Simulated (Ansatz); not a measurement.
# BaPbO3 (Pm-3m): following an unstable mode, part 3 of 3

Wanted: the energy along a soft mode of BaPbO3 (Pm-3m) and the structure at the end.

Ansatz 0.2.0; DFT PBEsol, scalar-relativistic, plane waves, PAW; PAW set soft_1.

So far. Step 5 (Energy along the mode, all amplitudes (two of the runs …): The lowest of the steps tried is at 0.32 Å, 27.1 meV/atom below the parent; the bottom of the well need not coincide with a step. Step 7 (The new phase in its own primitive cell): The largest force component left is 0.081 meV/Å and the pressure is 0.001 GPa, within the tolerances set. The cell now holds 15.67 Å³/atom. The relaxed cell has a = 6.096, c = 14.601 Å (conventional setting).

### 8. Modes of the new phase, k-mesh 9×9×9, occupations fixed

A relaxed structure may still be a saddle point, so its zone-centre modes are computed. The response to a homogeneous field gives the Born charges and the dielectric tensor.

Contents of input.yaml:

```yaml
crystal:
  lattice:
    - [3.0481547692, 1.7598529765, 4.8671344903]
    - [-3.0481547692, 1.7598529765, 4.8671344903]
    - [0.0, -3.5197059531, 4.8671344903]
  atoms:
    - { symbol: Ba, position: [0.75, 0.75, 0.75] }
    - { symbol: Ba, position: [0.25, 0.25, 0.25] }
    - { symbol: Pb, position: [0.0, 0.0, 0.0] }
    - { symbol: Pb, position: [0.5, 0.5, 0.5] }
    - { symbol: O, position: [0.1866302455, 0.75, 0.3133697545] }
    - { symbol: O, position: [0.8133697545, 0.25, 0.6866302455] }
    - { symbol: O, position: [0.3133697545, 0.1866302455, 0.75] }
    - { symbol: O, position: [0.6866302455, 0.8133697545, 0.25] }
    - { symbol: O, position: [0.25, 0.6866302455, 0.8133697545] }
    - { symbol: O, position: [0.75, 0.3133697545, 0.1866302455] }
kpoints:
  mp_grid: { grid: [9, 9, 9] }
hamiltonian:
  xc: pbesol
  pseudopotentials: { kind: paw, azcp: { folder: soft_1 }, xc_functional: pbe }
scf:
  occupations: { method: fixed }
output:
  eigenvalues: true
phonons:
  method: dfpt
  dielectric: true
  rigid_motions: translations
```

The run is started by

```console
$ ansatz run input.yaml --threads 4 --pin off --max-ram 10240MiB --backend cpu --events-out ev --progress --plain --runs-dir out
```

Numbers of over 12 decimals in the logs are rounded to 6 here.

The log of the run:

```text
Engine: ansatz 0.2.0, aarch64-unknown-linux-gnu
Pseudopotentials: kind: paw
Pseudopotential: Ba, paw, valence charge 10, recommended cutoff 420 eV (normal), soft_1/Ba.paw.azcp
Pseudopotential: Pb, paw, valence charge 14, recommended cutoff 420 eV (normal), soft_1/Pb.paw.azcp
Pseudopotential: O, paw, valence charge 6, recommended cutoff 420 eV (normal), soft_1/O.paw.azcp
Functional definition: PBEsol
  exchange = pbesol_x
  correlation = pbesol_c
Crystal: 10 atoms, lattice volume = 156.653 Å³
Basis set: ecut = 420 eV, 3053 PW (Γ), exchange–correlation on 96×96×96 points (8 copies of the dense FFT grid, shifted against one another)
Bands: 52, of which v1, the nominal top of the filled ones, is band 42 counted from 1 (41 counted from 0)
Symmetry: 12 space group operations
k-points: 365 of 729 (irreducible under 1 space group operation, time reversal used)
Non-local potential: Ba, projectors of the file, l = 0: 3, l = 1: 2, l = 2: 2, l = 3: 2
Non-local potential: Pb, projectors of the file, l = 0: 2, l = 1: 2, l = 2: 2, l = 3: 1
Non-local potential: O, projectors of the file, l = 0: 2, l = 1: 2, l = 2: 1
PAW form: soft (Blöchl's): semilocal exchange-correlation on the pseudo side does not see the compensation charge
PAW frozen core: Ba, regenerated for the run's functional, and the local potential with it (the file was generated under x = pbe(κ = 0.804, μ = 0.219515), c = pbe(β = 0.066725))
PAW frozen core: Pb, regenerated for the run's functional, and the local potential with it (the file was generated under x = pbe(κ = 0.804, μ = 0.219515), c = pbe(β = 0.066725))
PAW frozen core: O, regenerated for the run's functional, and the local potential with it (the file was generated under x = pbe(κ = 0.804, μ = 0.219515), c = pbe(β = 0.066725))
PAW one-centre angular grid: Ba, 194 points (default); XC on 64 Gauss nodes
PAW one-centre angular grid: Pb, 590 points (default); XC on 64 Gauss nodes
PAW one-centre angular grid: O, 110 points (default); XC on 64 Gauss nodes
Initial density: superposition of atomic densities (chi_scale 0.1, normalization cell, long waves kept (reshape's long-wave potential 0.00 eV rms))
Initial wavefunctions: pseudopotential atomic-orbital guess
Functional: x = pbesol(κ = 0.804, μ = 0.123457), c = pbesol(β = 0.046)
SCF iter   1: F=—  HF=-38610.841300 eV  |F-HF|=—  |Δ(HF+E_count)|=         —  Δρ=5.97e-2  dr2=8.90e0  ethr=3.10e-3  ⟨swp⟩=6.1  Hψ=79296  notcnv=0  defer=2741
preconditioner: auto → Resta (q_TF=auto, 2.459 Å⁻¹)  ε∞=4.7  [insulator: Δε(μ)=0.123 eV  Ē_g=13.770 eV  n_scr=50 (ndim 8)  ℏωp=26.5 eV  f_vac=0.000  ε∞_Penn≈4.7]
SCF iter   2: F=—  HF=-38608.508121 eV  |F-HF|=—  |Δ(HF+E_count)|=    2.33e0  Δρ=3.29e-2  dr2=2.97e0  ethr=3.10e-3  ⟨swp⟩=3.7  Hψ=35028  notcnv=0  defer=2846
SCF iter   3: F=—  HF=-38607.534283 eV  |F-HF|=—  |Δ(HF+E_count)|=   9.74e-1  Δρ=2.50e-2  dr2=8.17e-1  ethr=3.10e-3  ⟨swp⟩=3.9  Hψ=34177  notcnv=0  defer=2888
SCF iter   4: F=—  HF=-38607.317221 eV  |F-HF|=—  |Δ(HF+E_count)|=   2.17e-1  Δρ=3.62e-3  dr2=2.22e-2  ethr=9.73e-4  ⟨swp⟩=2.9  Hψ=30715  notcnv=0  defer=2872
SCF iter   5: F=—  HF=-38607.313948 eV  |F-HF|=—  |Δ(HF+E_count)|=   3.27e-3  Δρ=9.71e-4  dr2=1.07e-3  ethr=2.65e-5  ⟨swp⟩=3.6  Hψ=33646  notcnv=0  defer=2920
SCF iter   6: F=—  HF=-38607.314146 eV  |F-HF|=—  |Δ(HF+E_count)|=   1.98e-4  Δρ=1.81e-4  dr2=3.41e-5  ethr=1.28e-6  ⟨swp⟩=2.4  Hψ=31829  notcnv=0  defer=2920
SCF iter   7: F=—  HF=-38607.314164 eV  |F-HF|=—  |Δ(HF+E_count)|=   1.79e-5  Δρ=4.03e-5  dr2=1.95e-6  ethr=4.06e-8  ⟨swp⟩=2.9  Hψ=37627  notcnv=0  defer=2917
SCF iter   8: F=—  HF=-38607.314263 eV  |F-HF|=—  |Δ(HF+E_count)|=   9.99e-5  Δρ=6.53e-6  dr2=4.54e-8  ethr=2.32e-9  ⟨swp⟩=2.5  Hψ=33884  notcnv=0  defer=2914
SCF iter   9: F=—  HF=-38607.314263 eV  |F-HF|=—  |Δ(HF+E_count)|=   1.06e-8  Δρ=1.47e-6  dr2=3.82e-9  ethr=5.40e-11  ⟨swp⟩=3.4  Hψ=37868  notcnv=0  defer=2914
SCF iter  10: F=—  HF=-38607.314263 eV  |F-HF|=—  |Δ(HF+E_count)|=  6.48e-10  Δρ=3.86e-7  dr2=2.41e-10  ethr=4.55e-12  ⟨swp⟩=2.1  Hψ=26470  notcnv=0  defer=2914
SCF iter  11: F=-38607.314263 eV  HF=-38607.314263 eV  |F-HF|=7.28e-12  |Δ(HF+E_count)|=  2.18e-11  Δρ=6.00e-8  dr2=6.19e-12  ethr=1.00e-12  ⟨swp⟩=22.7  Hψ=170475  notcnv=0
SCF 1 converged in 11 iterations: F = -38607.314263 eV  dr2 = 6.19e-12
[...]
NSCF: frozen V_eff on 172 k-points
DFPT response loops at Γ: preconditioner auto → Resta (q_TF=auto, 2.459 Å⁻¹)  ε∞=13.4 (no band partly filled); β = 1.00, the filter's whole step (`scf.mixing.beta` (0.50) is not read by the response loops at its default; to damp them type it under 1.00, their step now; it binds the ground state too); Broyden in place of MSR1
the run's response loops start from zero, take more passes and end by a threshold: the memory limit or budget leaves too little room for the subspace of the ground state's own states beside the solves, or none could be made (phonons.method)
WARN: field response: ε∞, Z* and everything formed from them stand on the 9×9×9 k-mesh, whose period is 17.99 times the interband length at k = (0.0000, 0.0000, 0.0000), direct gap 0.400 eV, 14 or more, which is no proof that they serve; for the points inside a basis there was no room: the run's memory limit does not hold the making of the basis
```

Elapsed: 20 min, on 4 threads of Arm Neoverse V2, shared host; peak memory 9 GiB.

The run was cut off at the time limit after its SCF cycle had converged; no result of it is taken.

The program's message: “Warning:”

### 9. What came out

```yaml
unstable_mode_of_the_parent: q = (-0.5, -0.5, -0.5), 163i cm⁻¹
depth_at_the_lowest_point_sampled: 27.1 meV/atom
largest_atomic_shift_at_that_point: 0.32 Å
space_group_reached_within_0p01_a: R-3c
energy_gained_over_the_parent_first_relaxation_on_the_mesh_of_the_frozen_mode: 30.7 meV/atom
volume_per_atom_phase_reached: 15.7 Å³
gap_on_the_k_mesh_phase_reached: 0.334 eV
```

What this shows: Along this mode the structure falls into R-3c, 30.7 meV/atom below the parent. At the parent's cell the well is 27.05 meV/atom deep on the steps tried, with its lowest point at a shift of 0.32 Å. Relaxing atoms and cell changes the gain by +3.68 meV/atom against the lowest step (energies at zero smearing). The modes of the phase reached were not computed on this path. Of the 4 patterns followed to their end from this parent, this one ends 0.888 meV/atom above the lowest, Imma. Another end point lies within 1 meV/atom; how such a difference moves with mesh and cutoff was not tested. Each path keeps the symmetry of its pattern, so a lower phase may lie along a pattern not tried. With no gap, or one that is small against the smearing, the frequencies hang on the k mesh and the smearing, most of all near Kohn anomalies. Spin-orbit coupling is left out, which can matter for the heavy elements here. The PAW files were made for PBE and serve the other functionals too. A phonon run warned that its eigensolver left some bands unconverged in a pass.

[Logs are printed without paths, hosts, clocks, repeated set-up lines and the standing remarks that a program may print on its own settings, such as how far it seeks lower states.]

[Hosts, paths, dates, database ids (printed as entryN), source tags and the programs' standing remarks are cut or masked in the printed files.]
